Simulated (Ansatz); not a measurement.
# SiO2 (P6_322): bands and screening cutoff converge together, part 2 of 2

Can the band sum of G0W0 be converged at a fixed screening cutoff? A test on SiO2 (P6_322).

Ansatz 0.2.0; G0W0 on LDA, plane waves, PAW; PAW set soft_1. Known limits of the many-body steps: not at the basis limit.

So far. Step 6 (152 empty bands, screening to 150 eV): The G0W0 gap on the mesh is 8.263 eV.

## 7. 794 empty bands, screening to 150 eV

input.yaml reads:

```yaml
crystal:
  lattice:
    - [5.0690738885, 0.0, 0.0]
    - [-2.5345369442, 4.3899467611, 0.0]
    - [0.0, 0.0, 8.55848854]
  atoms:
    - { symbol: Si, position: [0.66666667, 0.33333333, 0.9371258] }
    - { symbol: Si, position: [0.66666667, 0.33333333, 0.5628742] }
    - { symbol: Si, position: [0.33333333, 0.66666667, 0.0628742] }
    - { symbol: Si, position: [0.33333333, 0.66666667, 0.4371258] }
    - { symbol: O, position: [0.0, 0.42125874, 0.0] }
    - { symbol: O, position: [0.42125874, 0.42125874, 0.5] }
    - { symbol: O, position: [0.57874126, 0.0, 0.5] }
    - { symbol: O, position: [0.57874126, 0.57874126, 0.0] }
    - { symbol: O, position: [0.0, 0.57874126, 0.5] }
    - { symbol: O, position: [0.66666667, 0.33333333, 0.75] }
    - { symbol: O, position: [0.33333333, 0.66666667, 0.25] }
    - { symbol: O, position: [0.42125874, 0.0, 0.0] }
kpoints:
  mp_grid: { grid: [6, 6, 2] }
hamiltonian:
  xc: lda
  pseudopotentials: { kind: paw, azcp: { folder: soft_1 }, xc_functional: pbe }
scf:
  occupations: { method: fixed }
gw:
  n_empty_bands: 794
  ecut_chi: 150
  qp_bands: [v4, c4]
  qp_kpoints: band_edges
  screening: { model: contour_deformation }
```

Started as:

```console
$ ansatz run input.yaml --threads 2 --pin off --max-ram 92160MiB --backend cuda --events-out ev --progress --plain --runs-dir out --devices 1 --max-vram 13GiB
```

Numbers of over 12 decimals in the logs are rounded to 6 here.

The log of the run:

```text
GPUs: using 1 of 1 available (devices: 1).
[...]
GPU FFT provider: cuFFT
GPU libraries: cuBLAS 13.8.2, cuFFT 12.4.0, cuSOLVER 12.3.4
Crystal: 12 atoms, lattice volume = 190.452 Å³
Basis set: ecut = 420 eV, 3755 PW (Γ)
Bands: 44, of which v1, the nominal top of the filled ones, is band 32 counted from 1 (31 counted from 0)
Symmetry: 12 space group operations
[...]
k-points: 14 of 72
[...]
0    36      8.9010    -6.1533    -3.8869   -11.9806  0.8640    10.8657    10.8414  root
[...]
13    33      8.7051    -8.7305    -3.8970   -14.6969  0.8524    10.8034    10.7745  root
    13    34      8.7051    -8.7305    -3.8970   -14.6969  0.8524    10.8034    10.7745  root
    13    35      8.8904    -4.1503    -2.8064    -8.2987  0.8791    10.2432    10.2324  root
    13    36      8.8904    -4.1503    -2.8064    -8.2987  0.8791    10.2432    10.2324  root
[key lines of the parts left out:]
SCF converged after 9 iterations
Free energy (F): -6890.711345 eV
Fermi energy:    0.248345 eV
```

Wall time 2.4 min (1 × NVIDIA H100 80GB HBM3 (shared by 6 runs) with 2 threads of AMD EPYC 7R13 (Zen 3), shared host); peak memory 3.3 GiB.

The G0W0 gap on the mesh is 8.567 eV.

## 8. 1411 empty bands, screening to 220 eV

Changes to input.yaml since step 7:

```diff
@@ -26,4 +26,4 @@
 gw:
-  n_empty_bands: 794
-  ecut_chi: 150
+  n_empty_bands: 1411
+  ecut_chi: 220
   qp_bands: [v4, c4]
```

The log of the run:

```text
GPUs: using 1 of 1 available (devices: 1).
[...]
GPU FFT provider: cuFFT
GPU libraries: cuBLAS 13.8.2, cuFFT 12.4.0, cuSOLVER 12.3.4
Crystal: 12 atoms, lattice volume = 190.452 Å³
Basis set: ecut = 420 eV, 3755 PW (Γ)
Bands: 44, of which v1, the nominal top of the filled ones, is band 32 counted from 1 (31 counted from 0)
Symmetry: 12 space group operations
[...]
k-points: 14 of 72
[...]
0    36      8.9010    -6.1533    -3.9356   -11.9806  0.8639    10.8156    10.7926  root
[...]
13    33      8.7051    -8.7305    -3.9761   -14.6969  0.8516    10.7218    10.6953  root
    13    34      8.7051    -8.7305    -3.9761   -14.6969  0.8516    10.7218    10.6953  root
    13    35      8.8904    -4.1503    -2.8524    -8.2987  0.8787    10.1963    10.1864  root
    13    36      8.8904    -4.1503    -2.8524    -8.2987  0.8787    10.1963    10.1864  root
[key lines of the parts left out:]
SCF converged after 9 iterations
Free energy (F): -6890.711345 eV
Fermi energy:    0.248345 eV
```

It took 5.2 min on 1 × NVIDIA H100 80GB HBM3 (shared by 6 runs) with 2 threads; peak memory 6.9 GiB; 8.7 min of CPU time.

The G0W0 gap on the mesh is 8.691 eV.

## 9. 432 empty bands, screening to 300 eV

Changes to input.yaml since step 8:

```diff
@@ -26,4 +26,4 @@
 gw:
-  n_empty_bands: 1411
-  ecut_chi: 220
+  n_empty_bands: 432
+  ecut_chi: 300
   qp_bands: [v4, c4]
```

The log of the run:

```text
GPUs: using 1 of 1 available (devices: 1).
[...]
GPU FFT provider: cuFFT
GPU libraries: cuBLAS 13.8.2, cuFFT 12.4.0, cuSOLVER 12.3.4
Crystal: 12 atoms, lattice volume = 190.452 Å³
Basis set: ecut = 420 eV, 3755 PW (Γ)
Bands: 44, of which v1, the nominal top of the filled ones, is band 32 counted from 1 (31 counted from 0)
Symmetry: 12 space group operations
[...]
k-points: 14 of 72
[...]
0    36      8.9010    -6.1533    -3.7745   -11.9806  0.8644    10.9811    10.9538  root
[...]
13    33      8.7051    -8.7305    -3.7693   -14.6969  0.8518    10.9348    10.9022  root
    13    34      8.7051    -8.7305    -3.7693   -14.6969  0.8518    10.9348    10.9022  root
    13    35      8.8904    -4.1503    -2.7455    -8.2987  0.8789    10.3050    10.2932  root
    13    36      8.8904    -4.1503    -2.7455    -8.2987  0.8789    10.3050    10.2932  root
[key lines of the parts left out:]
SCF converged after 9 iterations
Free energy (F): -6890.711345 eV
Fermi energy:    0.248345 eV
```

Run time: 96 s. Hardware: 1 × NVIDIA H100 80GB HBM3 (shared by 6 runs) with 2 threads; peak memory 11 GiB; 2.7 min of CPU time.

The G0W0 gap on the mesh is 8.490 eV.

## 10. The grid

Start LDA, 6×6×2 mesh. Times are wall times on 1 × NVIDIA H100 80GB HBM3 (shared by 6 runs) with 2 threads of AMD EPYC 7R13 (Zen 3), shared host, good to a factor of about two.

```
cutoff (eV)  plane waves at q = 0  bands summed  gap (eV)  Σc valence (eV)  Σc conduction (eV)     time
         50                   147           184     8.262             4.34               -2.90     31 s
         50                   147           826     8.258             4.14               -3.09  2.1 min
        100                   403           464     8.377             4.17               -2.95     60 s
        100                   403          2279     8.435             4.02               -3.04   10 min
        150                   761           184     8.263             4.50               -2.74     37 s
        150                   761           826     8.567             3.96               -2.97  2.4 min
        220                  1377          1443     8.691             3.79               -3.02  5.2 min
        300                  2251           464     8.490             4.11               -2.89     96 s
```

## 11. Results

```
184 bands, 50 eV                   : 8.262 eV
826 bands, 50 eV                   : 8.258 eV
464 bands, 100 eV                  : 8.377 eV
2279 bands, 100 eV                 : 8.435 eV
184 bands, 150 eV                  : 8.263 eV
826 bands, 150 eV                  : 8.567 eV
1443 bands, 220 eV                 : 8.691 eV
464 bands, 300 eV                  : 8.490 eV
estimated limit along the diagonal : 8.86 eV
mesh and start                     : 6×6×2, LDA
```

At 50 eV, going from 184 to 826 bands moves the gap by −0.004 eV. At 100 eV, going from 464 to 2279 bands moves the gap by +0.06 eV. At 150 eV, going from 184 to 826 bands moves the gap by +0.30 eV. At 184 bands, raising the cutoff from 50 to 150 eV moves it by +0.001 eV. At 826 bands, raising the cutoff from 50 to 150 eV moves it by +0.31 eV. At 464 bands, raising the cutoff from 100 to 300 eV moves it by +0.11 eV. Along the diagonal, where both rise together, the two highest rungs point to 8.86 eV. Gaps are over the mesh's points; an edge off the mesh would be missed. A low cutoff hides what high bands add, so a band series at one cutoff can look settled before the gap is.

[Paths, hosts, dates, memory and timing lines, banners, echoed tables and standing remarks are left out of the program output.]

[Logs are printed without paths, hosts, clocks, repeated set-up lines and the standing remarks that a program may print on its own settings, such as how far it seeks lower states.]

[Runs of the session that timed out or met a known fault of the program may be left out.]

[Cells called generated may have been cut or substituted from an entry of the Crystallography Open Database or the Materials Project.]

[Hosts, paths, dates, database ids (printed as entryN), source tags and the programs' standing remarks are cut or masked in the printed files.]
